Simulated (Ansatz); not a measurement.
**Free carriers and the phonons of BN (F-43m)**

Aim: how far do free carriers move the optical modes of BN (F-43m)?

Program: Ansatz 0.2.0. Level of theory: DFT LDA, scalar-relativistic, plane waves, PAW; PAW set soft_1. Results are calculated unless marked as measured.

Report form: the programs' logs are mostly left out.

## 1. The starting structure

It takes space group F-43m (No. 216, cubic). Conventional cell: a = 3.626 Å, b = 3.626 Å, c = 3.626 Å, α = 90.00°, β = 90.00°, γ = 90.00°. B has 4 N at 1.57 Å nearest. Nearest to N lie 4 B at 1.57 Å. Farther neighbours and most contacts between anions are not listed.

## 2. A rough relaxation first

The start is far from rest, so a relaxation with loose tolerances brings it close first.

Contents of input.yaml:

```yaml
crystal:
  lattice:
    - [0.0, 1.813001, 1.813001]
    - [1.813001, 0.0, 1.813001]
    - [1.813001, 1.813001, 0.0]
  atoms:
    - { symbol: B, position: [0.0, 0.0, 0.0] }
    - { symbol: "N", position: [0.25, 0.25, 0.25] }
kpoints:
  mp_grid: { grid: [10, 10, 10] }
hamiltonian:
  xc: lda
  pseudopotentials: { kind: paw, azcp: { folder: soft_1 }, xc_functional: pbe }
scf:
  occupations: { method: gaussian, width: 0.1 }
output:
  forces: true
  stress: true
  eigenvalues: true
relax:
  adjacent_minimum: "off"
  f_tol: 0.05
  max_steps: 80
  cell: { stress_tol: 0.5 }
```

Run with:

```
$ ansatz run input.yaml --threads 8 --pin off --max-ram 16384MiB --backend cpu --events-out ev --progress --plain --runs-dir out
```

Wall time 1.3 s (8 threads of Intel Xeon at 2.70GHz, shared host); peak memory 0.3 GiB; 5 s of CPU time.

Relaxation path:

```csv
step,energy less that of the first step (eV),largest force component (eV/Å),pressure (GPa),volume (Å³)
1,0.0000,0.0000,-14.38,11.92
2,-0.0182,0.0000,-6.15,11.66
3,-0.0226,0.0000,0.30,11.47
4*,-0.0208,0.0000,-0.03,11.47
```

Relaxation steps marked * repeat the geometry before them on a plane-wave basis chosen anew for their cell, so energy and pressure can jump there.

Forces are held to the 24 operations that the run works with; a distortion that breaks them can't arise in this run.

```csv
"conventional cell, symmetrised",before,after,change
a (Å),3.626,3.580,-1.3 %
b (Å),3.626,3.580,-1.3 %
c (Å),3.626,3.580,-1.3 %
volume (Å³/atom),5.96,5.73,-3.8 %
```

The relaxed structure:

```cif
data_structure
_symmetry_space_group_name_H-M 'P 1'
_symmetry_Int_Tables_number 1
_cell_length_a 2.5314
_cell_length_b 2.5314
_cell_length_c 2.5314
_cell_angle_alpha 60.000
_cell_angle_beta 60.000
_cell_angle_gamma 60.000
_cell_volume 11.47
loop_
_atom_site_label
_atom_site_type_symbol
_atom_site_fract_x
_atom_site_fract_y
_atom_site_fract_z
_atom_site_occupancy
B1 B 0.00000 0.00000 0.00000 1
N2 N 0.25000 0.25000 0.25000 1
```

Numbers from this step:

```yaml
pressure: -0.02512 GPa
gap_on_the_k_mesh: 4.389 eV
volume_per_atom: 5.735 Å³
```

In this step the volume went from 5.96 to 5.73 Å³/atom.

## 3. Relaxation

The cell and atoms are relaxed, since residual forces and stress would shift the frequencies.

Contents of input.yaml:

```yaml
crystal:
  lattice:
    - [0.0, 1.7899407157, 1.7899407157]
    - [1.7899407157, 0.0, 1.7899407157]
    - [1.7899407157, 1.7899407157, 0.0]
  atoms:
    - { symbol: B, position: [0.0, 0.0, 0.0] }
    - { symbol: "N", position: [0.25, 0.25, 0.25] }
kpoints:
  mp_grid: { grid: [12, 12, 12] }
hamiltonian:
  xc: lda
  pseudopotentials: { kind: paw, azcp: { folder: soft_1 }, xc_functional: pbe }
scf:
  occupations: { method: gaussian, width: 0.02 }
output:
  forces: true
  stress: true
  eigenvalues: true
  write_density: true
  write_potential: true
  elf: true
  volumetric_format: npy
relax:
  adjacent_minimum: "off"
  f_tol: 0.005
  max_steps: 80
  cell: { stress_tol: 0.05 }
```

It took 0.79 s on 8 threads; peak memory 0.31 GiB.

Little changed from the start: no atom moved by 0.005 Å and no cell edge by 0.1 %.

Numbers from this step:

```yaml
pressure: -0.01829 GPa
```

Electrostatic potential energy in the ac plane of a cell with a along [110], b along [-110] and c along [001] of the cube at fractional y = 0.000, with atoms of B and N within 0.2 Å of it. With pseudopotentials it is smooth inside the atoms' cores, unlike the true potential.

Values in eV, 9 rows by 14 columns, each cell a mean:
```
-29 -15  -2  -9  -6  -6 -26 -29 -15  -2  -9  -6  -6 -26
 -4   0 -21 -39 -32  -7  -1  -4   0 -21 -39 -32  -7  -1
 12   6 -22 -40 -34  -4  11  12   6 -22 -40 -34  -4  11
 14  12   1 -12  -7   9  14  14  12   1 -12  -7   9  14
 14  14  12  11  12  13  14  14  14  12  11  12  13  14
 14  14  13  13  13  14  14  14  14  13  13  13  14  14
  9  11  13  13  13  12  10   9  11  13  13  13  12  10
-17  -3   9  13  12   4 -12 -17  -3   9  13  12   4 -12
-30 -21   5  11  10  -7 -30 -30 -21   5  11  10  -7 -30
```
Columns run along a (5.1 Å; values clipped at the 3rd and 97th percentile), rows up along c (3.6 Å), edges of the conventional cell, whose origin can differ from the input's. Atoms in or near the plane, at fractional coordinates: B at (0.50, 0.00), B at (0.00, 0.00), N at (0.75, 0.75), N at (0.25, 0.75).

Valence density in the ac plane of a cell with a along [110], b along [-110] and c along [001] of the cube at fractional y = 0.000, with atoms of B and N within 0.2 Å of it. It is the smooth field of the valence electrons, not physical close to the nuclei.

Ten even steps from '_' (0.1 e/Å³) to '@' (3.4 e/Å³), each cell a mean:
```
..::--====--::..::--====--::
..--##@@@@==::..--##@@@@==::
__::**@@%%--..__::**@@%%--..
____::++==..______::++==..__
______..____________..______
____________________________
____________________________
....________......________..
............................
```
Columns run along a (5.1 Å), rows up along c (3.6 Å), edges of the conventional cell, whose origin can differ from the input's. Atoms in or near the plane, at fractional coordinates: B at (0.50, 0.00), B at (0.00, 0.00), N at (0.75, 0.75), N at (0.25, 0.75).

ELF in the ac plane of a cell with a along [110], b along [-110] and c along [001] of the cube at fractional y = 0.000, with atoms of B and N within 0.2 Å of it. It is the smooth field of the valence electrons, not physical close to the nuclei.

Values, 9 rows by 14 columns, each cell a mean:
```
0.18 0.69 0.85 0.74 0.80 0.83 0.40 0.18 0.69 0.85 0.74 0.80 0.83 0.40
0.43 0.81 0.76 0.37 0.57 0.85 0.62 0.43 0.81 0.76 0.37 0.57 0.85 0.62
0.24 0.60 0.64 0.32 0.48 0.69 0.40 0.24 0.60 0.64 0.32 0.48 0.69 0.40
0.07 0.32 0.63 0.71 0.69 0.49 0.15 0.07 0.32 0.63 0.71 0.69 0.49 0.15
0.03 0.09 0.30 0.48 0.41 0.17 0.04 0.03 0.09 0.30 0.48 0.41 0.17 0.04
0.09 0.07 0.07 0.10 0.09 0.07 0.08 0.09 0.07 0.07 0.10 0.09 0.07 0.08
0.29 0.19 0.08 0.04 0.05 0.14 0.25 0.29 0.19 0.08 0.04 0.05 0.14 0.25
0.30 0.27 0.18 0.10 0.13 0.23 0.29 0.30 0.27 0.18 0.10 0.13 0.23 0.29
0.05 0.28 0.48 0.46 0.48 0.42 0.11 0.05 0.28 0.48 0.46 0.48 0.42 0.11
```
Columns run along a (5.1 Å), rows up along c (3.6 Å), edges of the conventional cell, whose origin can differ from the input's. Atoms in or near the plane, at fractional coordinates: B at (0.50, 0.00), B at (0.00, 0.00), N at (0.75, 0.75), N at (0.25, 0.75).

In this step the volume went from 5.73 to 5.73 Å³/atom.

## 4. Tight relaxation

Phonons need small forces and stress, so the relaxation is finished with tight tolerances on 12×12×12 k points.

input.yaml, the sections that differ from step 3:

```yaml
scf:
  occupations: { method: fixed }
output:
  forces: true
  stress: true
  eigenvalues: true
relax:
  adjacent_minimum: "off"
  f_tol: 0.001
  max_steps: 60
  cell: { stress_tol: 0.01 }
# crystal, kpoints, hamiltonian: as in step 3
```

Elapsed: 1.1 s, on 8 threads; peak memory 0.31 GiB; 4.7 s of CPU time.

Little changed from the start: no atom moved by 0.005 Å and no cell edge by 0.1 %.

This step gave:

```yaml
pressure: -0.007876 GPa
```

The forces vanish by symmetry and the pressure is -0.008 GPa, within the tolerances set. The cell now holds 5.73 Å³/atom.

## 5. Ground state of a member: no carriers

The cell of the neutral crystal is kept with no carriers. The bands are sampled on 36×36×36 points with Fermi-Dirac filling of 0.03 eV.

input.yaml, the sections that differ from step 4:

```yaml
crystal:
  lattice:
    - [0.0, 1.7899253158, 1.7899253158]
    - [1.7899253158, 0.0, 1.7899253158]
    - [1.7899253158, 1.7899253158, 0.0]
  atoms:
    - { symbol: B, position: [0.0, 0.0, 0.0] }
    - { symbol: "N", position: [0.25, 0.25, 0.25] }
kpoints:
  mp_grid: { grid: [36, 36, 36] }
scf:
  occupations: { method: fermi_dirac, width: 0.03 }
# hamiltonian, output: as in step 4
# relax: removed
```

Wall time 2.3 s (8 threads); peak memory 0.53 GiB; 14 s of CPU time.

The forces vanish by symmetry.

## 6. Zone-centre modes of the member: no carriers

Phonons follow from the second derivative of the energy, found here by linear response.

The zone-centre modes follow for no carriers.

Changes to input.yaml since step 5:

```diff
@@ -16,4 +16,4 @@
 output:
-  forces: true
-  stress: true
   eigenvalues: true
+phonons:
+  method: dfpt
```

Run time: 19 s. Hardware: 8 threads; peak memory 1.3 GiB; 1.7 min of CPU time.

This step gave:

* sum-rule residual before enforcement: 8.71e-6 eV/Å²
* point group: -43m
* highest optical mode at the zone centre (no LO-TO term): 1067 cm⁻¹
* lowest optical zone-centre mode: 1067 cm⁻¹

Without the LO-TO term. Patterns of degenerate modes are one choice out of their space. The modes at Γ (shares of kinetic energy by element, %):

```csv
mode,frequency (cm⁻¹),symmetry,B %,N %
1,0.0,acoustic,44,56
2,0.0,acoustic,44,56
3,0.0,acoustic,44,56
4,1066.7,T2,56,44
5,1066.7,T2,56,44
6,1066.7,T2,56,44
```

Displacements in mode 4 (1066.7 cm⁻¹), the largest set to 1:
```
B1   1.00  0.00  0.00
N2  -0.77  0.00  0.00
```

The optical mode without the LO-TO term lies at 1066.7 cm⁻¹.

## 7. Ground state of a member: 15 × 10²⁰ holes per cm³

The cell of the neutral crystal is kept with 15 × 10²⁰ holes per cm³, balanced by a uniform background. The bands are sampled on 36×36×36 points with Fermi-Dirac filling of 0.03 eV.

Changes to input.yaml since step 6:

```diff
@@ -8,2 +8,3 @@
     - { symbol: "N", position: [0.25, 0.25, 0.25] }
+total_charge: 0.017204
 kpoints:
@@ -16,4 +17,4 @@
 output:
+  forces: true
+  stress: true
   eigenvalues: true
-phonons:
-  method: dfpt
```

Wall time 2.8 s (8 threads); peak memory 0.53 GiB; 16 s of CPU time.

The forces vanish by symmetry.

## 8. Zone-centre modes of the member: 15 × 10²⁰ holes per cm³

The zone-centre modes follow for 15 × 10²⁰ holes per cm³.

Changes to input.yaml since step 7:

```diff
@@ -17,4 +17,4 @@
 output:
-  forces: true
-  stress: true
   eigenvalues: true
+phonons:
+  method: dfpt
```

Elapsed: 23 s, on 8 threads; peak memory 1.3 GiB.

This step gave:

```yaml
sum_rule_residual_before_enforcement: 9.86e-6 eV/Å²
highest_optical_mode_at_the_zone_centre_no_lo_to_term: 954.6 cm⁻¹
lowest_optical_zone_centre_mode: 954.6 cm⁻¹
```

Without the LO-TO term. Patterns of degenerate modes are one choice out of their space. Modes at Γ, with each element's share of the kinetic energy:

```csv
mode,frequency (cm⁻¹),symmetry,B %,N %
1,0.0,acoustic,44,56
2,0.0,acoustic,44,56
3,0.0,acoustic,44,56
4,954.6,T2,56,44
5,954.6,T2,56,44
6,954.6,T2,56,44
```

The optical mode without the LO-TO term lies at 954.6 cm⁻¹.

For the highest optical mode at the zone centre (no LO-TO term), step 6 gave 1067 cm⁻¹; this run, with carriers -15 × 10²⁰ cm⁻³, gives 955 cm⁻¹ (-11 %).

## 9. A check on a coarser mesh: 2 × 10²⁰ holes per cm³

To see what the mesh is worth, the run for 2 × 10²⁰ holes per cm³ is repeated on 29×29×29 points.

Changes to input.yaml since step 8:

```diff
@@ -8,5 +8,5 @@
     - { symbol: "N", position: [0.25, 0.25, 0.25] }
-total_charge: 0.017204
+total_charge: 0.002294
 kpoints:
-  mp_grid: { grid: [36, 36, 36] }
+  mp_grid: { grid: [29, 29, 29] }
 hamiltonian:
```

Elapsed: 11 s, on 8 threads; peak memory 0.83 GiB; 55 s of CPU time.

Numbers from this step:

| Item | Value |
| --- | --- |
| sum-rule residual before enforcement | 9.15e-6 eV/Å² |
| highest optical mode at the zone centre (no LO-TO term) | 1024 cm⁻¹ |
| lowest optical zone-centre mode | 1024 cm⁻¹ |

The highest mode comes at 1024.1 cm⁻¹, against 1021.2 cm⁻¹ on 36×36×36 points.

## 10. A check on a coarser mesh: 10 × 10²⁰ holes per cm³

To see what the mesh is worth, the run for 10 × 10²⁰ holes per cm³ is repeated on 29×29×29 points.

Changes to input.yaml since step 9:

```diff
@@ -8,3 +8,3 @@
     - { symbol: "N", position: [0.25, 0.25, 0.25] }
-total_charge: 0.002294
+total_charge: 0.011469
 kpoints:
```

Elapsed: 12 s, on 8 threads; peak memory 0.83 GiB; 61 s of CPU time.

This step gave:

| Property | Result |
| --- | --- |
| sum-rule residual before enforcement | 9.72e-6 eV/Å² |
| highest optical mode at the zone centre (no LO-TO term) | 965.5 cm⁻¹ |
| lowest optical zone-centre mode | 965.5 cm⁻¹ |

The highest mode comes at 965.5 cm⁻¹, against 970.4 cm⁻¹ on 36×36×36 points.

## 11. The series together

The members are set side by side, also those not shown above.

Electrons count positive and holes negative; without the LO-TO term; modes are tracked from the neutral crystal by their patterns, and those within 0.3 cm⁻¹ of each other stand once; the cell of the neutral crystal is kept and the atoms are relaxed where symmetry leaves them free; all runs use 36×36×36 k points and Fermi-Dirac smearing of 0.03 eV. Optical modes along the series:

```csv
carriers (10²⁰ cm⁻³),mode 4 T2 (cm⁻¹)
-15,954.6
-10,970.4
-6,984.9
-4,998
-2,1021
-1,1039
0,1067
```

## 12. Summary of results

- members: 7
- mode: mode 4 T2
- its frequency without carriers: 1066.73 cm⁻¹
- its frequency at -15 × 10²⁰ cm⁻³: 954.58 cm⁻¹

**Reading.** At 15 × 10²⁰ holes per cm³ the optical mode has moved by -112.15 cm⁻¹ from 1066.73 cm⁻¹. At 2 and 10 × 10²⁰ cm⁻³ the coarser mesh moves the optical modes by up to 4.84 cm⁻¹, a measure of the error left by the mesh there. The response is adiabatic: the carriers follow the ions at once. Where they cannot, as for a zone-centre mode faster than their scattering, measured shifts differ, and line shapes are not given here. A static distortion lets holes move between the bands that it splits, which a fast mode allows only in part, so this softening can be well above the one seen in Raman spectra. The background stands for dopants without their size, scattering or local bonds, and the cell is that of the neutral crystal, although carriers also change the volume at rest, which would shift the modes as well. Spin-orbit coupling, which splits the valence bands that hold the holes, is left out. In a polar crystal the carriers also screen the field of the longitudinal modes, often the largest effect; only modes without that field are treated here. These are harmonic frequencies of a static lattice, with warm electrons: anharmonic shifts, linewidths and thermal expansion are left out. The PAW files were made for PBE; the program adapts parts of them to the functional of the run, but their partial waves stay those of PBE, an approximation that was not tested in this session. Only the zone centre was solved, so an instability at another wavevector cannot show here.

[Logs are printed without paths, hosts, clocks, repeated set-up lines and the standing remarks that a program may print on its own settings, such as how far it seeks lower states.]

[Hosts, paths, dates, database ids (printed as entryN), source tags and the programs' standing remarks are cut or masked in the printed files.]
